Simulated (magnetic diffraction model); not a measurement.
**FePd3C4: what an assumed order does to the neutron pattern**

Space group Cmcm (no. 63), a = 2.9250 Å, b = 12.0010 Å, c = 9.9370 Å.

```csv
site,atom,x,y,z
4c,Pd,1/2,0.4918,1/4
8f,Pd,0,0.2025,0.3930
4b,Fe,1/2,0,0
8f,C,0,0.1541,0.8937
4c,C,1/2,0.1356,1/4
4c,C,0,0.3552,1/4
```

The compound is invented for this exercise: a known structure type with other elements, its cell scaled to their sizes and not relaxed.

Only Fe is taken to order (form factors of Fe2+); orders and moment sizes are assumed, and not adapted to the symmetry. Radiation: neutrons of λ = 1.594 Å, 5° to 55°; isotropic B of 0.11 Å² (Pd), 0.1 Å² (Fe) and 0.15 Å² (C). Simulated constant-wavelength pattern: nuclear and magnetic terms add, the magnetic one as |2.695 fm × Σ f S⊥ exp(2πi Q·r) exp(−B s²)|², summed over all Q at one angle with the factor 1/(sin²θ cos θ). For collinear order S is the moment m, which repeats by lattice and centring translations R with the sign exp(−2πi k·R). Free-ion form factors, Sears's scattering lengths of 1992, no absorption; a label names one of the reflections at its angle. The strongest nuclear line in the range is 100, and lines under 0.2 are left out.

Assume the order k = (1 0 0), collinear moments along [010], 1.41 μB on Fe; signs + at (1/2, 0, 0), + at (1/2, 0, 1/2).

Q: Where does magnetic intensity appear, and how strong is it?

| 2θ (°) | index | nuclear | magnetic |
| --- | --- | --- | --- |
| 15.27 | (0 2 0) | 0.5 | 0.0 |
| 17.85 | (0 2 1) | 4.3 | 0.0 |
| 18.46 | (0 0 2) | 2.0 | 0.0 |
| 20.00 | (0 1 2) | 0.0 | 2.1 |
| 24.04 | (0 2 2) | 1.2 | 0.0 |
| 29.64 | (0 3 2) | 0.0 | 0.3 |
| 30.81 | (0 4 0) | 0.3 | 0.0 |
| 31.62 | (1 0 0) | 0.0 | 0.4 |
| 31.91 | (0 2 3) | 2.0 | 0.0 |
| 35.29 | (1 2 0) | 0.0 | 0.4 |
| 36.16 | (0 4 2) | 14.8 | 0.0 |
| 36.87 | (1 0 2) | 0.0 | 0.5 |
| 37.42 | (0 0 4) | 1.2 | 0.0 |
| 37.70 | (1 1 2) | 2.5 | 0.0 |
| 38.25 | (0 1 4) | 0.0 | 0.4 |
| 39.45 | (1 3 0) | 11.8 | 0.0 |
| 40.11 | (1 2 2) | 0.0 | 0.6 |
| 40.60 | (1 3 1) | 8.0 | 0.0 |
| 40.64 | (0 2 4) | 37.5 | 0.0 |
| 42.01 | (0 4 3) | 0.2 | 0.0 |
| 43.89 | (1 3 2) | 100.0 | 0.0 |
| 46.97 | (0 6 0) | 29.0 | 0.0 |
| 47.97 | (0 6 1) | 2.6 | 0.0 |
| 48.78 | (1 4 2) | 0.0 | 0.2 |
| 48.98 | (1 3 3) | 4.6 | 0.0 |
| 49.23 | (0 4 4) | 2.5 | 0.0 |
| 50.44 | (1 1 4) | 36.6 | 0.0 |
| 50.88 | (1 5 0) | 7.1 | 0.0 |
| 51.82 | (1 5 1) | 3.2 | 0.0 |
| 52.38 | (1 2 4) | 0.0 | 0.2 |
| 54.58 | (1 5 2) | 17.5 | 0.0 |

The strongest magnetic line in the range is (0 1 2) at 20.00° (2.1). On top of the Lorentz factor, which all lines share, magnetic lines fade with angle because f falls: for Fe2+ it is 0.90, 0.68, 0.45 and 0.15 at sin θ/λ = 0.1, 0.2, 0.3 and 0.5 Å⁻¹, while nuclear lengths stay constant. The order has no net moment.

[Logs are printed without paths, hosts, clocks, repeated set-up lines and the standing remarks that a program may print on its own settings, such as how far it seeks lower states.]
